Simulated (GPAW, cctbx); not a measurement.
## Li3Cr: deformation density and structure factors from DFT

Question: by how much does bonding change the X-ray structure factors of Li3Cr, and what does a routine refinement make of it?

The start was made by putting kin elements into a known structure type; the compound need not exist, or be stable, in this form. All numbers below are calculated.

**1. Relax the structure**

The density hangs on the geometry, so cell and atoms are relaxed first, with the symmetry held. The cutoff is set higher than for the density because stress converges slowly with plane waves.

Settings: GPAW 26.7.0, PBE, 670 eV, 5×5×5 k-points, Fermi–Dirac width 0.1 eV, spin-polarised, BFGS to 0.03 eV/Å.

```text
cell
1.0
     3.932000000    0.000000000    0.000000000
     0.000000000    3.932000000    0.000000000
     0.000000000    0.000000000    3.932000000
Cr Li
1 3
Direct
0.000000000 0.000000000 0.000000000
0.500000000 0.500000000 0.000000000
0.500000000 0.000000000 0.500000000
0.000000000 0.500000000 0.500000000
```

```console
$ OMP_NUM_THREADS=1 mpirun -n 4 gpaw python run.py > gpaw.log
```

```text
BFGS:    0      -13.425199        0.582830
BFGS:    1      -13.439786        0.561096
BFGS:    2      -13.618211        0.204509
BFGS:    3      -13.652315        0.025508
cell  4.1797 4.1797 4.1797  90.00 90.00 90.00
volume 73.018 A^3, largest force 0.000 eV/A, largest stress 0.22 GPa
```

The cell moved far, while the k-mesh and basis were chosen for the start, so the final shape may be somewhat biased.

After 3 steps the volume has changed by +20.1 % and the energy by -0.227 eV; the largest stress left is 0.22 GPa. It took 34 s on 4 cores of Arm Neoverse N1 (shared host), peak memory 0.84 GiB.

Relaxed structure: Pm-3m (no. 221), a = 4.1797 Å, b = 4.1797 Å, c = 4.1797 Å, α = 90.00°, β = 90.00°, γ = 90.00°.

| atom | mult. | x | y | z |
| --- | --- | --- | --- | --- |
| Cr1 | 1 | 0 | 0 | 0 |
| Li1 | 3 | 1/2 | 1/2 | 0 |

**2. The all-electron density**

X-rays see the whole electron density, so the PAW density is rebuilt with its core regions. Subtracting spherical free atoms from the same code cancels the cores and leaves the deformation density Δρ, the part due to bonding.

Settings: PBE, 550 eV, 6×6×6 k-points, Fermi–Dirac width 0.1 eV, spin-polarised; primitive cell of 4 atoms.

```console
$ OMP_NUM_THREADS=1 mpirun -n 4 gpaw python run.py > gpaw.log
```

```text
|iter:   1|       0s |  -13.177688 | -0.24 |       |  +3.0490|
|iter:   2|       1s |  -13.114462 | -1.65 | -0.55 |  +3.1177|
|iter:   3|       2s |  -13.553809 | -1.73 | -0.61 |  +3.7879|
...
|iter:  12|      10s |  -13.636483c| -6.59 | -4.27c|  +4.7218|
|iter:  13|      10s |  -13.636483c| -7.14 | -4.66c|  +4.7220|
|iter:  14|      11s |  -13.636483c| -7.63c| -5.43c|  +4.7220|
```

```text
grid (48, 48, 48)  electrons 33.000  moved by bonding 0.297 e
deformation density beyond 0.5 A of the nuclei: max 0.014, min -0.074 e/A^3
atom        x       y       z   Voronoi charge  moment
Cr1    0.0000  0.0000  0.0000      0.167       3.74
Li2    0.5000  0.5000  0.0000     -0.056       0.00
Li3    0.5000  0.0000  0.5000     -0.056       0.00
Li4    0.0000  0.5000  0.5000     -0.056       0.00
mean inner potential of superposed free atoms 11.223 V
total magnetic moment 4.722 muB
```

Deformation density in a plane through the shortest contact of the Cr atom at the origin, in 0.01 e/Å³ (clipped at ±99); x from -1.6 to 4.6 Å, y from 2.4 down to -2.4 Å:

```text
  1   1   0   0   0   0   0   1   0  -2  -6  -7  -6  -3   0   1
  1   1   1   0   0   1   1   1   1   0  -1  -2  -2   0   1   1
  1   1   1   1   1   1   1   1   1   1   1   0   1   1   1   1
  1   1   1   0   0   0   1   1   1   1   1   1   1   1   1   1
  1   1  -1  -4  -5  -3  -1   1   1   1   0   0   0   1   1   1
  1   0  -4  -7   .  -7  -3   0   1   0   0   .   0   0   1   1
  1   0  -5   .   .  -7  -4   0   1   0  -1   .   .   0   1   0
  1   0  -4  -7   .  -7  -3   0   1   0   0   .   0   0   1   1
  1   1  -1  -4  -5  -3  -1   1   1   1   0   0   0   1   1   1
  1   1   1   0   0   0   1   1   1   1   1   1   1   1   1   1
  1   1   1   1   1   1   1   1   1   1   1   0   1   1   1   1
  1   1   1   0   0   1   1   1   1   0  -1  -2  -2   0   1   1
  1   1   0   0   0   0   0   1   0  -2  -6  -7  -6  -3   0   1
```

Atoms in or within 0.15 Å of the plane: Cr (0.0, 0.0), Li (3.0, 0.0) Å. Dots mark points within about 0.45 Å of a nucleus; large values next to them are atomic features.

Li gains most (-0.06 e) and Cr loses most (+0.17 e), which isn't the order of electronegativity: valence and coordination count too, and Voronoi cells cut space at the midplane whatever the atoms' sizes. Along the shortest contact from the Cr atom at the map's origin, Cr–Li at 2.96 Å, Δρ is +0.01 e/Å³ at the midpoint: little piles up between the atoms. At the midpoints of other shortest contacts it is 0.00 (Li–Li, 2.96 Å) e/Å³. Point values carry grid noise of about 0.01 e/Å³. The cell's moment is 4.72 μB; the largest inside an atomic sphere is 3.74 μB. The run needed 14 iterations, 18 s.

**3. From the density to structure factors**

The Fourier components of Δρ, added to those of the free atoms, give the static X-ray structure factors; the Mott–Bethe relation turns them into the Fourier components V of the potential that fast electrons feel.

```text
static structure factors of the conventional cell: F in electrons, V (Mott-Bethe) in volts
   h  k  l      d  |F| table  |F| free   |F| DFT   change   |V| free  |V| DFT  change %
   0  1  0  4.1797    19.030    18.966    18.848   -0.118     2.231    2.360      5.8
   0  1  1  2.9555    17.512    17.404    17.217   -0.188     1.971    2.074      5.2
   1  1  1  2.4132    23.188    23.059    22.857   -0.201     3.634    3.708      2.0
   0  2  0  2.0899    21.872    21.760    21.636   -0.124     3.081    3.116      1.1
   0  2  1  1.8692    14.400    14.343    14.286   -0.056     1.460    1.472      0.8
   1  2  1  1.7064    13.647    13.615    13.591   -0.024     1.350    1.354      0.3
   0  2  2  1.4777    18.095    18.059    18.058   -0.001     2.048    2.048      0.0
   1  2  2  1.3932    11.899    11.913    11.915    0.001     1.107    1.107     -0.0
   0  3  0  1.3932    11.899    11.913    11.910   -0.003     1.107    1.108      0.0
   0  3  1  1.3217    11.441    11.463    11.463   -0.001     1.046    1.046      0.0
   1  3  1  1.2602    16.142    16.125    16.135    0.010     1.682    1.681     -0.1
   2  2  2  1.2066    15.599    15.585    15.600    0.014     1.591    1.590     -0.1
   0  3  2  1.1592    10.322    10.359    10.366    0.007     0.898    0.897     -0.1
   1  3  2  1.1171    10.016    10.057    10.064    0.007     0.857    0.857     -0.1
```

The largest X-ray change is -0.20 e on 111, 0.9 % of |F|. For electrons V goes as (Z − F)/g², so a change of F counts against Z − F, which is small at low angle and wherever the atoms' terms cancel: |V| of 010 moves by +5.8 % (2.23 to 2.36 V) against -0.6 % in |F|. The tabulated Hartree–Fock atoms differ from the free DFT atoms by up to 0.13 e, so the choice of reference atom matters too.

**4. Refining ordinary atoms against data with bonding**

Routine crystallography fits spherical atoms. To see the bias, intensities are simulated from tabulated atoms plus the DFT change ΔF, so that bonding alone can misfit (3406 reflections of the full sphere, merged to the counts below, to 0.45 Å, 1 % proportional noise plus counting noise, assumed isotropic U as listed, Δρ smeared by the mean U) and refined with cctbx over different ranges.

| range | data | R1 | GooF | U Cr1 (true 0.0042) | U Li1 (true 0.0068) | largest shift (Å) | Δρ max, min (e/Å³) |
| --- | --- | --- | --- | --- | --- | --- | --- |
| all data | 119 | 0.0021 | 1.27 | 0.0042 | 0.0068 | 0.0000 | 0.04, -0.07 |
| low resolution, d > 0.84 | 24 | 0.0025 | 1.66 | 0.0039 | 0.0065 | 0.0000 | 0.02, -0.03 |
| high order, d < 0.75 | 86 | 0.0015 | 0.93 | 0.0042 | 0.0068 | 0.0000 | 0.03, -0.04 |
| occupancies free, d > 0.7 | 39 | 0.0026 | 1.67 | 0.0041 | 0.0067 | 0.0000 | 0.02, -0.06 |

With all data GooF is 1.27, diluted by the many high-angle data; the misfit shows at low resolution; the top residual peak, near noise level, lies 1.65 Å from Cr and 1.87 Å from Li. No U is off by more than 3 s.u. at low resolution. Symmetry fixes every coordinate, so the shifts are zero by construction. With Cr1 held at 1 and the scale free, the other occupancies refine to Li1 1.000(0.006), within three s.u. of full.

**5. Answer**

Bonding moves 0.30 e in the primitive cell of Li3Cr and changes the structure factors of the conventional cell in the table above by at most 0.20 e (111, 0.9 %), and among reflections above 2 % of the strongest by up to 1.1 % (011). The shortest bond, Cr–Li, has Δρ = +0.01 e/Å³ at its midpoint. With all data GooF is 1.27, diluted by the many high-angle data. Limits: static density, frozen cores, no spin–orbit coupling; a ferromagnetic start is the only order tried, and the real ground state may be antiferromagnetic or insulating.

[Outputs are excerpts: Python notices, other lines and further rows are left out; steps that failed or that the build refused (PBEsol, TPSS) are not shown.]

[Logs are printed without paths, hosts, clocks, repeated set-up lines and the standing remarks that a program may print on its own settings, such as how far it seeks lower states.]
